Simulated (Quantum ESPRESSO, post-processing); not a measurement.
# V(100), 5 layers: vacuum convergence, part 3 of 3

Which setting serves for V(100), 5 layers? The runs below step through one kind of setting.

Quantum ESPRESSO 7.5; plane-wave DFT, PBE, SG15 norm-conserving pseudopotentials.

So far. Step 9 (Potential by pp.x): Counted from each run's own zero (the Fermi level), the vacuum level differs from the first run's by +1 meV.

## 11. Potential by pp.x

c8.pot.in reads:

```
&inputpp
  prefix = 'c8'
  outdir = './out'
  filplot = 'c8.pot.dat'
  plot_num = 11
/
```

Command:

```
> OMP_NUM_THREADS=1 mpirun -n 4 pp.x -in c8.pot.in > c8.pot.out
```

Wall time 0.76 s (4 MPI ranks of Arm Neoverse N1, shared host); peak memory 0.11 GiB; 2.7 s of CPU time.

Read from the output:

```
potential in the middle of the vacuum, over the Fermi level : 3.826 eV
```

Counted from each run's own zero (the Fermi level), the vacuum level differs from the first run's by -0 meV.

## 12. Ground state: 8 Å of vacuum

c10.in reads:

```
&control
  prefix = 'c10'
  outdir = './out'
  pseudo_dir = './pseudo'
  calculation = 'scf'
  tprnfor = .true.
/
&system
  ibrav = 0
  nat = 5
  ntyp = 1
  ecutwfc = 60
  ecutrho = 240
  occupations = 'smearing'
  smearing = 'mv'
  degauss = 0.02
/
&electrons
  conv_thr = 1e-07
  mixing_beta = 0.4
  electron_maxstep = 120
  mixing_mode = 'local-TF'
/
ATOMIC_SPECIES
  V   50.9415  V_ONCV_PBE-1.2.upf
CELL_PARAMETERS angstrom
  3.02000000000000 0.00000000000000 0.00000000000000
  0.00000000000000 3.02000000000000 0.00000000000000
  0.00000000000000 0.00000000000000 14.04000000000000
ATOMIC_POSITIONS crystal
  V   0.000000000000 0.000000000000 0.284900284900
  V   0.500000000000 0.500000000000 0.392450142450
  V   0.000000000000 0.000000000000 0.500000000000
  V   0.500000000000 0.500000000000 0.607549857550
  V   0.000000000000 0.000000000000 0.715099715100
K_POINTS automatic
  8 8 1 0 0 0
```

Command:

```
> OMP_NUM_THREADS=1 mpirun -n 4 pw.x -nk 4 -in c10.in > c10.out
```

Output:

```text
[banner, memory and clock lines left out]
Program PWSCF v.7.5 starts
[...]
Message from routine setup:
[...]
number of electrons       =        65.00
     number of Kohn-Sham states=           40
     kinetic-energy cutoff     =      60.0000  Ry
     charge density cutoff     =     240.0000  Ry
[...]
number of k points=    15  Marzari-Vanderbilt smearing, width (Ry)=  0.0200
[...]
Dense  grid:    54183 G-vectors     FFT dimensions: (  30,  30, 135)
[...]
negative rho (up, down):  3.007E-04 0.000E+00
     Starting wfcs are random
[...]
estimated scf accuracy    <       5.48427302 Ry
[...]
estimated scf accuracy    <       0.63725148 Ry
[...]
estimated scf accuracy    <       0.27280681 Ry
[...]
estimated scf accuracy    <       2.72173934 Ry
[...]
estimated scf accuracy    <       7.38246101 Ry
[...]
estimated scf accuracy    <       2.90723258 Ry
[...]
estimated scf accuracy    <       0.44817823 Ry
[...]
estimated scf accuracy    <       0.16415318 Ry
[...]
estimated scf accuracy    <       0.31664729 Ry
[...]
estimated scf accuracy    <       0.12021540 Ry
[...]
estimated scf accuracy    <       0.08936682 Ry
[...]
estimated scf accuracy    <       0.00778862 Ry
[...]
estimated scf accuracy    <       0.00370761 Ry
[...]
estimated scf accuracy    <       0.00523643 Ry
[...]
estimated scf accuracy    <       0.01510828 Ry
[...]
estimated scf accuracy    <       0.00032205 Ry
[...]
estimated scf accuracy    <       0.00022774 Ry
[...]
estimated scf accuracy    <       0.00005387 Ry
[...]
estimated scf accuracy    <       0.00040329 Ry
[...]
estimated scf accuracy    <       0.00021140 Ry
[...]
estimated scf accuracy    <       0.00011026 Ry
[...]
estimated scf accuracy    <       0.00003096 Ry
[...]
estimated scf accuracy    <       0.00002571 Ry
[...]
estimated scf accuracy    <       0.00001391 Ry
[...]
estimated scf accuracy    <       0.00000256 Ry
[...]
estimated scf accuracy    <       0.00000968 Ry
[...]
estimated scf accuracy    <       0.00000553 Ry
[...]
estimated scf accuracy    <       0.00000202 Ry
[...]
estimated scf accuracy    <       0.00000123 Ry
[...]
estimated scf accuracy    <       0.00000044 Ry
[...]
the Fermi energy is     7.3722 ev
!    total energy              =    -710.97197967 Ry
     estimated scf accuracy    <       0.00000004 Ry
     smearing contrib. (-TS)   =       0.00041776 Ry
     internal energy E=F+TS    =    -710.97239743 Ry
[...]
one-electron contribution =   -1813.88201738 Ry
     hartree contribution      =     912.87496079 Ry
     xc contribution           =     -84.43676903 Ry
     ewald contribution        =     274.47142818 Ry
     convergence has been achieved in  31 iterations
[...]
Total force =     0.084493     Total SCF correction =     0.000386
[...]
```

Elapsed: 1.9 min, on 4 MPI ranks; peak memory 0.43 GiB; 7.6 min of CPU time.

Read from the output:

| Item | Value |
| --- | --- |
| Fermi energy | 7.372 eV |

The program's own clock; routines nest. Time by routine:

```tsv
routine	wall time (s)	calls
PWSCF	113.6	1
electrons	112	1
c_bands	90.14	31
cegterg	81.17	124
h_psi	64.36	691
fftw	56.73	30870
vloc_psi	53.38	691
sum_band	10.46	31
mix_rho	8.82	31
calbec	5.59	707
add_vuspsi	5.36	691
h_psi:calbec	5.35	691
ffts	5.11	1505
v_of_rho	2.31	32
```

## 13. Potential by pp.x

c10.pot.in reads:

```
&inputpp
  prefix = 'c10'
  outdir = './out'
  filplot = 'c10.pot.dat'
  plot_num = 11
/
```

Command:

```
> OMP_NUM_THREADS=1 mpirun -n 4 pp.x -in c10.pot.in > c10.pot.out
```

Run time: 0.74 s. Hardware: 4 MPI ranks; peak memory 0.11 GiB.

Numbers from this step:

```
potential in the middle of the vacuum, over the Fermi level : 3.838 eV
```

Counted from each run's own zero (the Fermi level), the vacuum level differs from the first run's by +11 meV.

## 14. The series side by side

All levels:

```tsv
level	vacuum level over the Fermi level (eV)	its change from the first (meV)	energy from the first (meV an atom)	SCF iterations	wall time (s)	peak memory (GiB)	CPU time (s)
24 Å of vacuum	3.826	0	0	31	298.1	0.74	1192
18 Å of vacuum	3.826	-0.4237	0.0984	38	252.1	0.62	1008
14 Å of vacuum	3.826	-0.5258	0.006531	37	204.9	0.55	819.1
12 Å of vacuum	3.827	1.113	-0.07529	20	111	0.51	443.6
10 Å of vacuum	3.826	-0.2074	-0.02664	29	119.1	0.47	476
8 Å of vacuum	3.838	11.27	-0.01249	31	114.2	0.43	456.4
```

## 15. Outcome

```yaml
vacuum_level_over_the_fermi_level_24_a_of_vacuum: 3.826 eV
cheapest_step_of_the_main_series_that_with_all_steps_before_it_keeps_the_vacuum_level_within_20_mev_of_the_first: 12 Å of vacuum: +1 meV, 7.4 min of CPU time against 20 min
setting_with_the_largest_shift_of_the_level: 8 Å of vacuum: +11 meV
```

The cheapest step of the main series that, with all steps before it, keeps the vacuum level within 20 meV of the first is 12 Å of vacuum: +1 meV, 7.4 min of CPU time against 20 min. Over the series the energy moves by up to 0.0984 meV an atom and the vacuum level by up to 11 meV. The level is read in the middle of the vacuum, where a short gap still holds the tails of both faces. The times come from a shared host and are rough. Peak memory is sampled during the run and can miss the peak. The geometry is as built, not relaxed.

[Logs are printed without paths, hosts, clocks, repeated set-up lines and the standing remarks that a program may print on its own settings, such as how far it seeks lower states.]

[Hosts, paths, dates, database ids (printed as entryN), source tags and the programs' standing remarks are cut or masked in the printed files.]

[Maps of the electrostatic potential energy from Ansatz leave out the sawtooth potential of an applied field or a dipole correction, so their vacuum need not be flat; planar profiles and work functions include it.]
